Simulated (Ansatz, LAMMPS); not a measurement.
# Forces and charges in liquid (Cs,Li)Cl at 1300 K (108 atoms)

Wanted: forces, charges and levels of liquid (Cs,Li)Cl at 1300 K (108 atoms).

Main program and level: Ansatz 0.2.0; Kohn-Sham DFT, PBE, PAW (set soft_2), plane waves.

### Step 1. The system as given

The cell holds 108 atoms: 37 Cs, 17 Li and 54 Cl. Cell: a = 17.041 Å, b = 17.041 Å, c = 17.041 Å, α = 90.0°, β = 90.0°, γ = 90.0°. 108 atoms (37 Cs, 17 Li, 54 Cl) placed at random at 2.56 g/cm³, melted at 1600 K for 10 ps at fixed volume with the Lennard-Jones and Coulomb ion parameters for SPC/E (Joung and Cheatham, J. Phys. Chem. B 112, 9020 (2008)), full charges. Snapshot at the end of a hold of 15 ps at 1300 K and zero pressure.

What the set-up can't give: The starting topology of bonds comes from the classical model, and needn't be the one that DFT or experiment would give. The ion parameters were fitted for water, not for melts, so the density of this cell may lie well off the real melt's. Only the Γ point is sampled, in a cell whose shortest periodic width is 17 Å. No spin–orbit coupling is included, so levels derived from the heavy atoms are approximate.

### Step 2. How the cell was made

A classical potential makes the cell, at a small fraction of what the same run would cost in DFT.

This step: classical MD, Lennard-Jones and Coulomb ion parameters for SPC/E (Joung and Cheatham, J. Phys. Chem. B 112, 9020 (2008)), full charges (LAMMPS 22 Jul 2025 - Update 4).

Contents of in.lmp:

```
# melt-quench of Cs37Li17Cl54
units metal
atom_style charge
boundary p p p
region box block 0 16.5151 0 16.5151 0 16.5151
create_box 3 box
mass 1 132.9055   # Cs
mass 2 6.9400   # Li
mass 3 35.4500   # Cl
create_atoms 1 random 37 684275 NULL overlap 2.2 maxtry 2000
create_atoms 2 random 17 684282 NULL overlap 2.2 maxtry 2000
create_atoms 3 random 54 684289 NULL overlap 2.2 maxtry 2000
pair_style lj/cut/coul/long 9.0
pair_modify mix arithmetic tail yes
pair_coeff 1 1 0.003897 3.6010   # Cs
pair_coeff 2 2 0.014602 1.4094   # Li
pair_coeff 3 3 0.000554 4.8305   # Cl
set type 1 charge 1
set type 2 charge 1
set type 3 charge -1
kspace_style pppm 1.0e-4
neigh_modify delay 0 every 1 check yes
thermo_style custom step time temp pe press density
thermo_modify norm yes
timestep 0.002
thermo 100
min_style cg
minimize 1e-4 1e-4 200 2000
reset_timestep 0
velocity all create 1600 684276 mom yes dist gaussian
fix lim all nve/limit 0.05
fix lan all langevin 1600 1600 0.2 684277 zero yes
thermo 500
run 1000 post no
# [... 34 lines left out ...]
compute msd all msd com yes
thermo 1875
fix md all npt temp 900 900 0.2 iso 0 0 2
run 7500 post no
print "== T900: mean square displacement over the hold $(c_msd[4]:%.2f) A^2"
unfix md
uncompute msd
write_dump all custom T900.dump id type xs ys zs modify sort id
```

Started as:

```sh
lmp -in in.lmp -log none -nocite
```

Log:

```text
LAMMPS (22 Jul 2025 - Update 4)
Created orthogonal box = (0 0 0) to (16.5151 16.5151 16.5151)
Created 37 atoms
Created 17 atoms
Created 54 atoms
PPPM initialization ...
  G vector (1/distance) = 0.31462972
  grid = 12 12 12
  estimated relative force accuracy = 4.8073019e-05
   Step          Time           Temp          PotEng         Press         Density
         0   0              0              1.2243993      406730         2.5619858
       100   0.2            0             -3.695921      -5012.3495      2.5619858
       109   0.218          0             -3.7024887     -4999.7275      2.5619858
Loop time of 0.0790016 s on 1 core for 109 steps with 108 atoms
Minimization stats:
  Stopping criterion = energy tolerance
  Energy initial, next-to-last, final =
      1.22439927127674  -3.70212401732405  -3.70248866670611
  Force two-norm initial, final = 347.95535 0.69934906
  Iterations, force evaluations = 109 132
[... 30 lines left out ...]
== T1500: mean square displacement over the hold 94.45 A^2
   Step          Time           Temp          PotEng         Press         Density
[... 5 lines left out ...]
Loop time of 3.39485 s on 1 core for 2500 steps with 108 atoms
   Step          Time           Temp          PotEng         Press         Density
[... 6 lines left out ...]
Loop time of 13.4669 s on 1 core for 7500 steps with 108 atoms
== T1300: mean square displacement over the hold 59.17 A^2
   Step          Time           Temp          PotEng         Press         Density
[... 5 lines left out ...]
Loop time of 5.03127 s on 1 core for 2500 steps with 108 atoms
   Step          Time           Temp          PotEng         Press         Density
[... 2 lines left out ...]
     31875   63.75          896.08434     -3.5844061      371.53223      2.5400877
     33750   67.5           835.90417     -3.5937676      209.10764      2.53855
     35625   71.25          912.58847     -3.6068868     -5028.3167      2.5900847
     36000   72             1066.0587     -3.6310279      2074.9241      2.700027
Loop time of 15.0862 s on 1 core for 7500 steps with 108 atoms
== T900: mean square displacement over the hold 21.64 A^2
```

The job ended after 50 s (1 thread of Intel Xeon at 2.80GHz (Skylake/Cascade Lake), shared host; peak memory 0.36 GiB).

### Step 3. Plane-wave single point

The electrons are solved once, with the atoms held.

Contents of input.yaml:

```yaml
crystal:
  lattice:
    - [17.04084, 0.0, 0.0]
    - [0.0, 17.04084, 0.0]
    - [0.0, 0.0, 17.04084]
  atoms:
    - { symbol: Cs, position: [0.15333, 0.62063, 0.87167] }
    - { symbol: Cs, position: [0.87556, 0.21202, 0.13199] }
    - { symbol: Cs, position: [0.53385, 0.31256, 0.73622] }
    - { symbol: Cs, position: [0.0421, 0.87796, 0.54955] }
    - { symbol: Cs, position: [0.85775, 0.33346, 0.41968] }
    - { symbol: Cs, position: [0.41152, 0.58074, 0.81421] }
    - { symbol: Cs, position: [0.00118, 0.17547, 0.60833] }
    - { symbol: Cs, position: [0.35861, 0.95448, 0.06426] }
    - { symbol: Cs, position: [0.68723, 0.41209, 0.1866] }
    - { symbol: Cs, position: [0.13246, 0.10506, 0.28204] }
    - { symbol: Cs, position: [0.51133, 0.44, 0.4538] }
    - { symbol: Cs, position: [0.13337, 0.28021, 0.05085] }
    - { symbol: Cs, position: [0.34367, 0.7174, 0.34406] }
    - { symbol: Cs, position: [0.63543, 0.76409, 0.04981] }
    - { symbol: Cs, position: [0.52226, 0.17759, 0.94758] }
    - { symbol: Cs, position: [0.13392, 0.87488, 0.99998] }
    - { symbol: Cs, position: [0.26821, 0.33696, 0.75984] }
    - { symbol: Cs, position: [0.46726, 0.54919, 0.2755] }
    - { symbol: Cs, position: [0.83115, 0.63418, 0.20931] }
    - { symbol: Cs, position: [0.64221, 0.69642, 0.32879] }
    - { symbol: Cs, position: [0.25923, 0.86595, 0.69022] }
    - { symbol: Cs, position: [0.77347, 0.50514, 0.75876] }
    - { symbol: Cs, position: [0.50189, 0.94292, 0.50379] }
    - { symbol: Cs, position: [0.84327, 0.1017, 0.38164] }
    - { symbol: Cs, position: [0.22442, 0.08463, 0.8148] }
    - { symbol: Cs, position: [0.14347, 0.59182, 0.58172] }
    - { symbol: Cs, position: [0.24584, 0.29612, 0.45291] }
    - { symbol: Cs, position: [0.89675, 0.85159, 0.87339] }
    - { symbol: Cs, position: [0.01267, 0.41495, 0.31124] }
    - { symbol: Cs, position: [0.63785, 0.5627, 0.97061] }
    - { symbol: Cs, position: [0.98538, 0.76956, 0.35503] }
    - { symbol: Cs, position: [0.57387, 0.15922, 0.32237] }
    - { symbol: Cs, position: [0.75071, 0.07808, 0.72795] }
    - { symbol: Cs, position: [0.59783, 0.74732, 0.71176] }
    - { symbol: Cs, position: [0.15046, 0.56055, 0.05915] }
    - { symbol: Cs, position: [0.4027, 0.57953, 0.57601] }
    - { symbol: Cs, position: [0.04718, 0.40345, 0.73909] }
    - { symbol: Li, position: [0.80828, 0.92061, 0.61266] }
    - { symbol: Li, position: [0.69161, 0.93743, 0.22828] }
    - { symbol: Li, position: [0.2872, 0.08776, 0.52108] }
    - { symbol: Li, position: [0.65116, 0.92892, 0.83965] }
    - { symbol: Li, position: [0.98093, 0.46469, 0.51648] }
    - { symbol: Li, position: [0.69602, 0.08145, 0.00367] }
    - { symbol: Li, position: [0.94756, 0.7671, 0.08658] }
    - { symbol: Li, position: [0.73823, 0.33271, 0.92839] }
    - { symbol: Li, position: [0.80252, 0.89035, 0.09225] }
    - { symbol: Li, position: [0.27191, 0.43752, 0.25718] }
    - { symbol: Li, position: [0.20996, 0.94378, 0.41341] }
    - { symbol: Li, position: [0.35228, 0.28232, 0.15455] }
    - { symbol: Li, position: [0.8999, 0.69724, 0.66676] }
    - { symbol: Li, position: [0.35812, 0.50025, 0.09114] }
    - { symbol: Li, position: [0.45651, 0.09229, 0.71448] }
    - { symbol: Li, position: [0.95247, 0.43597, 0.97777] }
    - { symbol: Li, position: [0.4446, 0.87034, 0.83003] }
    - { symbol: Cl, position: [0.48868, 0.63794, 0.42391] }
    - { symbol: Cl, position: [0.2197, 0.51736, 0.73862] }
    - { symbol: Cl, position: [0.45445, 0.57384, 0.99351] }
    - { symbol: Cl, position: [0.81221, 0.67516, 0.78442] }
    - { symbol: Cl, position: [0.96828, 0.92296, 0.05258] }
    - { symbol: Cl, position: [0.34358, 0.47301, 0.38007] }
    - { symbol: Cl, position: [0.09362, 0.00653, 0.69351] }
    - { symbol: Cl, position: [0.02719, 0.73709, 0.94262] }
    - { symbol: Cl, position: [0.76377, 0.00285, 0.89384] }
    - { symbol: Cl, position: [0.14124, 0.45773, 0.45931] }
    - { symbol: Cl, position: [0.81121, 0.75297, 0.02825] }
    - { symbol: Cl, position: [0.25932, 0.09736, 0.40197] }
    - { symbol: Cl, position: [0.56432, 0.78927, 0.88276] }
    - { symbol: Cl, position: [0.71134, 0.9105, 0.70101] }
    - { symbol: Cl, position: [0.63366, 0.51476, 0.33523] }
    - { symbol: Cl, position: [0.07122, 0.46868, 0.9066] }
    - { symbol: Cl, position: [0.24027, 0.92522, 0.2436] }
    - { symbol: Cl, position: [0.56694, 0.98922, 0.9609] }
    - { symbol: Cl, position: [0.03164, 0.6799, 0.15911] }
    - { symbol: Cl, position: [0.64732, 0.59843, 0.14455] }
    - { symbol: Cl, position: [0.68624, 0.29251, 0.32697] }
    - { symbol: Cl, position: [0.87669, 0.04433, 0.59029] }
    - { symbol: Cl, position: [0.01926, 0.41985, 0.11374] }
    - { symbol: Cl, position: [0.30119, 0.16246, 0.08788] }
    [... 24 atom lines left out ...]
    - { symbol: Cl, position: [0.23143, 0.17555, 0.60263] }
    - { symbol: Cl, position: [0.80612, 0.4366, 0.02839] }
    - { symbol: Cl, position: [0.33051, 0.71136, 0.71094] }
    - { symbol: Cl, position: [0.50064, 0.19902, 0.47682] }
    - { symbol: Cl, position: [0.6683, 0.96644, 0.40546] }
    - { symbol: Cl, position: [0.07143, 0.24305, 0.80749] }
kpoints:
  mp_grid: { grid: [1, 1, 1] }
hamiltonian:
  xc: pbe
scf:
  occupations: { method: fixed }
output:
  forces: true
  stress: true
  populations: true
  dos:
    method: { smearing: { sigma: 0.15 } }
    de: 0.1
    projected: { site_lists: { Cl: [Cl], Cs: [Cs], Li: [Li] } }
  eigenvalues: true
  write_density: true
  write_potential: true
  volumetric_format: npy
```

Started as:

```sh
ansatz run input.yaml --threads 8 --pin off --max-ram 15872MiB --backend cpu --events-out ev --progress --plain --runs-dir out
```

Log:

```text
Engine: ansatz 0.2.0, aarch64-unknown-linux-gnu
Pseudopotentials: kind: paw
Pseudopotential: Cs, paw, valence charge 9, recommended cutoff 420 eV (normal), Cs.paw.azcp
Pseudopotential: Li, paw, valence charge 3, recommended cutoff 420 eV (normal), Li.paw.azcp
Pseudopotential: Cl, paw, valence charge 7, recommended cutoff 420 eV (normal), Cl.paw.azcp
[...]
--- Band table (eV) ---
  k-point 0: bands = ["-45.8861", "-45.4118", "-45.0735", "-45.0348", [... 473 levels ...], "6.7414", "6.7494", "6.7642", "6.7946", "6.8034", "6.8093", "6.8329", "6.8463", "6.8562", "6.8840", "6.8946", "6.9051"]
--- Löwdin populations: 108 sites ---
  site symbol       q [e]
     0     Cs      8.1335
     1     Cs      8.1388
     2     Cs      8.1567
[...]
107     Cl      7.7623
  spilling = 0.005681 (of n_electrons = 762.000000)
[key lines of the parts left out:]
SCF converged after 8 iterations
Free energy (F): -271773.717005 eV
Fermi energy:    0.640249 eV
P = ⅓ Tr σ = 0.8022 GPa (8.022 kbar)
```

It took 58 s on 8 threads of Arm Neoverse V2, shared host; peak memory 6.3 GiB; 7.4 min of CPU time.

The column dr2 measures how far the density is from self-consistency, as an energy; F and HF (Harris–Foulkes) agree once it is small.

The program notes that the exchange-correlation potential is rough where the density is thin.

Read from the output:

| Item | Value |
| --- | --- |
| free energy | -271773.7170 eV |
| free energy per atom | -2516.4233 eV/atom |
| SCF cycles | 8 |
| pressure | 0.8022 GPa |
| r.m.s. force component | 0.4845 eV/Å |
| longest force | 1.956 eV/Å |
| Fermi energy | 0.6402 eV |
| gap (highest filled to lowest empty level) | 3.02 eV |
| spilling of the projection | 0.005681 |

Length of the force by element and coordination:

```tsv
element	coordination	atoms	mean length of the force (eV/Å)	spread	least	most
Cl	all	54	0.748	0.342	0.111	1.52
Cs	all	37	0.843	0.453	0.135	1.96
Li	all	17	0.559	0.147	0.227	0.809
```

Löwdin charges by element and coordination (they lack the spilled electrons, 0.040 e an atom on average):

```tsv
element	coordination	atoms	mean charge (e)	spread	least	most
Cl	all	54	-0.727	0.0212	-0.770	-0.687
Cs	all	37	0.850	0.0116	0.832	0.871
Li	all	17	0.714	0.0168	0.681	0.739
```

Density of states as counts of states in windows of 1 eV (from the Fermi level), total and the larger projections:

```tsv
from (eV)	to (eV)	total	Cl p	Cs p	Cs s	Cl s
-14	-13	66.4	0.0	0.8	1.7	62.3
-13	-12	35.5	0.0	0.4	0.9	33.8
-12	-11	2.2	0.0	0.0	0.1	2.1
-11	-9	0.0	0.0	0.0	0.0	0.0
-9	-8	26.1	0.3	25.5	0.1	0.1
-8	-7	102.8	2.8	99.1	0.3	0.6
-7	-6	92.9	3.1	88.5	0.3	0.8
-6	-5	0.2	0.0	0.2	0.0	0.0
-5	-4	0.0	0.0	0.0	0.0	0.0
-4	-3	1.0	0.9	0.0	0.0	0.0
-3	-2	65.6	61.0	0.9	0.9	0.1
-2	-1	177.0	168.1	3.5	2.2	0.1
-1	0	78.9	75.2	1.8	0.7	0.0
0	1	1.5	1.5	0.0	0.0	0.0
1	2	0.0	0.0	0.0	0.0	0.0
2	3	0.7	0.0	0.0	0.5	0.1
3	4	12.8	0.6	0.1	7.7	0.6
4	5	53.6	1.6	0.3	18.5	1.2
```

With fixed occupations the program's Fermi level is the highest filled level; weight inside the gap is the broadening of levels at its edges.

Between -26 and -14 eV lie 78 more states.

The levels nearest the highest filled one (over half full), pooled over k-points and spins:

```tsv
level less the highest filled one (eV)	occupation
-0.414	2
-0.283	2
-0.255	2
-0.225	2
-0.163	2
0	2
3.02	0
3.48	0
3.58	0
3.73	0
3.79	0
3.93	0
```

Electrostatic potential energy in the ac plane at fractional y = 0.430, with atoms of Cs and Li and Cl within 0.2 Å of it. With pseudopotentials it is smooth inside the atoms' cores, unlike the true potential.

Ten even steps from '0' (-25 eV) to '9' (7 eV), each cell a mean:
```
79999999998679999999999999999999997568984003
88536899999999999999999999889999999999987657
97324899999999999999999982015999999999999899
99888999999999999999999972005999999999999999
76678999999999999999999999889999988899999998
20014789999889999999999999999999877889999986
10103789999999998779999999999999888889999986
64457899999999971002899999999999999999999998
99889999999999971003899999999999999999999999
99999999999999998789999999999999999999999999
88999999999999999999988889999999999999999887
68999878999999999998753467899999999999999864
88996101799999999987201104899999999999999887
89997313799999989987201015899999999998888998
77889999999998535898754468999999999998888887
11268999999998767999988899999999999999998741
11047899988778899999999999999999999999988620
11378999885003799999999999998777889999998852
88889999987436899999999999873111378899999988
88899999999889999964589999851010158899999999
00279999999999999875689999875212578999999983
00179999998889999999999999998888898889999982
66899999961003899999999999999999972014899988
89999999960002899999999999999999950002887546
```
Columns run along a (17.0 Å; values clipped at the 3rd and 97th percentile), rows up along c (17.0 Å). Atoms in or near the plane, at fractional coordinates: Cs at (0.51, 0.45), Li at (0.27, 0.26), Li at (0.95, 0.98), Cl at (0.02, 0.11), Cl at (0.40, 0.66), Cl at (0.26, 0.03), Cl at (0.81, 0.03).

Valence density in the ac plane at fractional y = 0.430, with atoms of Cs and Li and Cl within 0.2 Å of it. It is the smooth field of the valence electrons, not physical close to the nuclei.

Ten steps, logarithmic in the rise over the least value, from '0' (0.0 e/Å³) to '9' (5.1 e/Å³), each cell a mean:
```
22333210134554210000000000110001235554214995
34665421001110000000000123443210011111000332
35666421000000000000001256776320000000000001
13443210000000000000001257776421001000000000
34443100011110000000000124443211122210000001
66665311122221111111000001110001233321000014
66665311122211134554210000000001223210000024
45553200011111357677421000000000011000000012
11110000000001357776420000000000000000000001
10000000000000124543210000000000000000000111
11001111000000000111111110000000000000000122
21123454310000000002355542100000000000001123
11135777531000111113665665200000000001222211
11135676531113443223565664210000000012333321
33222333210134666422345542111000000012233223
66642100000124555321011111122110000000112356
55652100000122222110000000112110000000001366
66531000003896100001100000012333210000000245
33210000001563001233321000135666531000000012
44321000000000012456642100246656642000000123
77652100000111012456542100135666531100000246
77753100124443211233321000001222223443101247
55431001357776421000000000000001357776421134
22110001357676420000000000000001367676421452
```
Columns run along a (17.0 Å), rows up along c (17.0 Å). Atoms in or near the plane, at fractional coordinates: Cs at (0.51, 0.45), Li at (0.27, 0.26), Li at (0.95, 0.98), Cl at (0.02, 0.11), Cl at (0.40, 0.66), Cl at (0.26, 0.03), Cl at (0.81, 0.03).

Mean Löwdin charges: Cl -0.73, Cs +0.85, Li +0.71 e (they miss 0.57 % of the electrons, so they add up to more than the cell's charge). The largest share in the top eV of filled states is Cl p (97 % of the projected weight), and in the lowest eV of empty states Cs s (73 % of the projected weight).

### Step 4. Structure statistics

These statistics describe the geometry on which the runs were made.

Density 2.33 g/cm³, 45.82 Å³ an atom.

Pair distribution functions g(r), in bins of 0.2 Å:

```tsv
r (Å)	total	Cl-Cl	Cl-Cs	Cl-Li	Cs-Cs	Cs-Li	Li-Li
2.00	0.08	0.00	0.00	0.50	0.00	0.00	0.00
2.20	0.47	0.00	0.00	2.98	0.00	0.00	0.00
2.40	1.14	0.00	0.00	7.25	0.00	0.00	0.00
2.60	0.70	0.00	0.00	4.44	0.00	0.00	0.00
2.80	0.56	0.00	0.36	2.79	0.00	0.00	0.00
3.00	1.42	0.00	3.38	1.46	0.00	0.00	1.44
3.20	1.35	0.00	3.56	0.64	0.00	0.00	1.31
3.40	1.17	0.22	2.67	0.18	0.25	0.52	3.56
3.60	1.22	0.84	1.96	0.32	0.88	1.43	1.01
3.80	1.00	1.50	1.04	0.29	0.21	1.52	1.81
4.00	0.98	1.62	0.75	0.28	1.08	1.18	0.84
4.20	0.88	1.15	0.67	0.61	0.48	1.43	2.31
4.40	1.31	2.04	1.27	0.11	0.88	2.10	0.71
4.60	1.08	1.73	0.60	0.51	1.49	1.48	1.33
4.80	0.91	1.23	0.47	0.83	1.36	1.08	1.19
5.00	0.94	1.42	0.40	0.85	1.04	1.52	1.09
5.20	0.94	0.85	0.58	0.87	1.92	1.50	0.00
5.40	0.82	0.70	0.54	0.89	1.87	0.97	0.00
5.60	0.82	0.86	0.79	0.62	0.91	1.19	0.00
5.80	0.96	0.93	0.97	0.76	1.03	1.40	0.41
6.00	1.02	1.01	0.93	1.50	1.13	0.60	0.39
6.20	0.97	0.74	1.02	1.21	1.51	0.65	0.00
6.40	1.00	0.96	1.06	1.25	0.91	0.61	1.00
6.60	1.00	1.02	0.95	1.13	1.00	1.01	0.61
6.80	1.00	0.78	1.15	1.34	0.93	0.68	0.57
7.00	1.07	0.82	1.39	1.22	0.77	0.70	1.11
7.20	1.05	0.99	1.27	0.75	0.50	1.21	2.35
7.40	1.00	1.13	1.14	1.21	0.68	0.40	0.73
```

Bonds by pair of elements; cutoffs follow the first minimum of g(r), held within bounds set by covalent radii, and pairs that aren't listed don't count as bonded (cutoffs were set anew for this text, so counts can differ from the run's own analysis):

```tsv
pair A-B	cutoff (Å)	bonds	mean length (Å)	spread (Å)	shortest (Å)	B about A	A about B
Cl-Cs	4.05	154	3.37	0.305	2.86	2.85	4.16
Cl-Li	3.06	57	2.55	0.214	2.09	1.06	3.35
```

The cutoff for Cl-Li falls short of the minimum of g(r), so counts run low and odd coordinations can be artefacts.

How many atoms have how many bonded neighbours:

```tsv
element	mean	1	2	3	4	5	6
Cl	3.91	1	1	13	27	11	1
Cs	4.16	0	1	6	17	12	1
Li	3.35	0	2	7	8	0	0
```

Bond angles (no mean is given where the spread exceeds 20°):

```tsv
angle	count	mean (°)	spread (°)
Cl-Cs-Cl	256	-	-
Cs-Cl-Cs	177	-	-
Cs-Cl-Li	132	-	-
Cl-Li-Cl	71	112	19.7
Li-Cl-Li	18	-	-
```

Bond length by coordination (bonds to H left out):

```tsv
element	coordination	atoms	mean bond length (Å)
Cl	1	1	2.99
Cl	2	1	2.81
Cl	3	13	3.06
Cl	4	27	3.12
Cl	5	11	3.26
Cl	6	1	3.41
Cs	2	1	3.34
Cs	3	6	3.37
Cs	4	17	3.32
Cs	5	12	3.44
Cs	6	1	3.23
Li	2	2	2.37
Li	3	7	2.47
Li	4	8	2.63
```

First main peaks of g(r), for some of the pairs, lie near 3.1 Å (Cl-Cs) and 2.5 Å (Cl-Li).

Local excerpt of 8 atoms (numbers count through the whole input) about Cs4, which bears the longest force; x, y, z are measured from there.

```tsv
atom	x	y	z	distance (Å)	bonds	Löwdin charge (e)	Fx	Fy	Fz (eV/Å)
Cs4	0.00	0.00	0.00	0.00	4	0.84	0.06	1.11	1.61
Cl92	1.15	-2.46	-0.96	2.88	3	-0.76	0.52	-0.16	-1.04
Cl98	0.18	1.56	-2.44	2.90	4	-0.73	0.31	0.51	-1.10
Cl96	-2.75	-1.17	0.48	3.03	3	-0.71	-0.70	-0.55	0.36
Cl61	0.88	2.19	2.45	3.40	4	-0.76	0.13	-0.32	0.16
Li48	2.86	1.12	-2.32	3.85	4	0.71	-0.10	0.36	-0.54
Cs31	-0.97	-1.85	-3.31	3.92	4	0.86	0.03	0.08	-0.24
Cl76	-2.82	2.84	0.69	4.06	4	-0.73	-0.57	-0.63	-0.45
```

### Step 5. Summary of results

```
free energy per atom                             : -2516.4233 eV/atom
pressure                                         : 0.8022 GPa
r.m.s. force component                           : 0.4845 eV/Å
gap (highest filled to lowest empty level) : 3.02 eV
wall time of the 1 DFT run                       : 58 s
```

The highest filled and lowest empty levels differ by 3.02 eV (at Γ alone); a semilocal functional tends to put such gaps too low. In a disordered cell it changes from sample to sample and from frame to frame.

**Limits.** The force components of 0.48 eV/Å r.m.s. hold both thermal displacement and the mismatch between the potential that made the cell and DFT. The pressure of a single frame lacks the kinetic term.

[Long decimals in the printed logs are rounded to 6 places.]

[Logs are printed without paths, hosts, clocks, repeated set-up lines and the standing remarks that a program may print on its own settings, such as how far it seeks lower states.]

[Hosts, paths, dates, database ids (printed as entryN), source tags and the programs' standing remarks are cut or masked in the printed files.]
